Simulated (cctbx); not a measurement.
## Accept or mend?

Cell a = 4.5560 Å, b = 4.5560 Å, c = 10.8260 Å, α = 90.00°, β = 90.00°, γ = 90.00°; space group I4/mmm (no. 139). The compound is Mg2Ge2Bi.

The data are simulated with cctbx, not measured: Cu Kα, λ = 1.54184 Å, to d = 0.83 Å, 95 % of the full sphere, strongest reflection 40000 counts, noise from counting, a 2 % proportional error and a noise floor of 15 counts (s.d.); no absorption, and some extinction, which the refinements don't model.

An isotropic refinement with weights 1/σ² prints:

```text
Rint 0.018, 82 unique reflections to 0.84 A
cycle     R1     wR2    GooF  max shift (A)
   1  0.1021  0.2604  28.962   0.07246
   2  0.0044  0.0099   1.100   0.00000
final R1 0.0044 wR2 0.0099 GooF 1.100  parameters 4  data/parameter 20.5
atom        x        y        z      Ueq    occ   su(xyz)  su(Uiso or U11)
Bi1    0.00000  0.00000  0.00000   0.0109  1.000  0.00000  0.0001
Ge1    0.50000  0.50000  0.12669   0.0173  1.000  0.00004  0.0001
Mg1    0.50000  0.00000  0.25000   0.0238  1.000  0.00000  0.0003
difference map: max 0.21 min -0.28 rms 0.06
Q1    0.1218  0.3336  0.5000   16    0.22  1.88 A from Bi1
Q2    0.0698  0.0698  0.1732   16    0.15  1.93 A from Bi1
Q3    0.0000  0.0000  0.4618    4    0.12  0.96 A from Ge1
Q4    0.2146  0.2146  0.3264   16    0.12  1.47 A from Ge1
Q5    0.0000  0.1404  0.4562   16    0.11  1.10 A from Ge1
Q6    0.0000  0.4174  0.4196   16    0.10  1.87 A from Mg1
```

**Question.** Can this result stand? If not, what is the likely fault?

It can stand. The set-up had a fault (start far from the minimum), but the refinement still reached the right minimum: R1 = 0.0044, wR2 = 0.0099, GooF = 1.10 against R1 = 0.0044, wR2 = 0.0099, GooF = 1.10 for the right model.

The compound is Mg2Ge2Bi. The right model at the same level gives:

```text
Rint 0.018, 82 unique reflections to 0.84 A
cycle     R1     wR2    GooF  max shift (A)
   1  0.0773  0.1805  20.074   0.02714
   2  0.0044  0.0099   1.100   0.00000
final R1 0.0044 wR2 0.0099 GooF 1.100  parameters 4  data/parameter 20.5
atom        x        y        z      Ueq    occ   su(xyz)  su(Uiso or U11)
Bi1    0.00000  0.00000  0.00000   0.0109  1.000  0.00000  0.0001
Ge1    0.50000  0.50000  0.12669   0.0173  1.000  0.00004  0.0001
Mg1    0.50000  0.00000  0.25000   0.0238  1.000  0.00000  0.0003
difference map: max 0.21 min -0.28 rms 0.06
Q1    0.1218  0.3336  0.5000   16    0.22  1.88 A from Bi1
Q2    0.0698  0.0698  0.1732   16    0.15  1.93 A from Bi1
Q3    0.0000  0.0000  0.4618    4    0.12  0.96 A from Ge1
Q4    0.2146  0.2146  0.3264   16    0.12  1.47 A from Ge1
Q5    0.0000  0.1404  0.4562   16    0.11  1.10 A from Ge1
Q6    0.0000  0.4174  0.4196   16    0.10  1.87 A from Mg1
```

The model is made up (kin elements in a known structure type, no relaxation), so it says nothing on whether the phase exists.

[Middle refinement cycles are left out of these outputs.]

[Logs are printed without paths, hosts, clocks, repeated set-up lines and the standing remarks that a program may print on its own settings, such as how far it seeks lower states.]
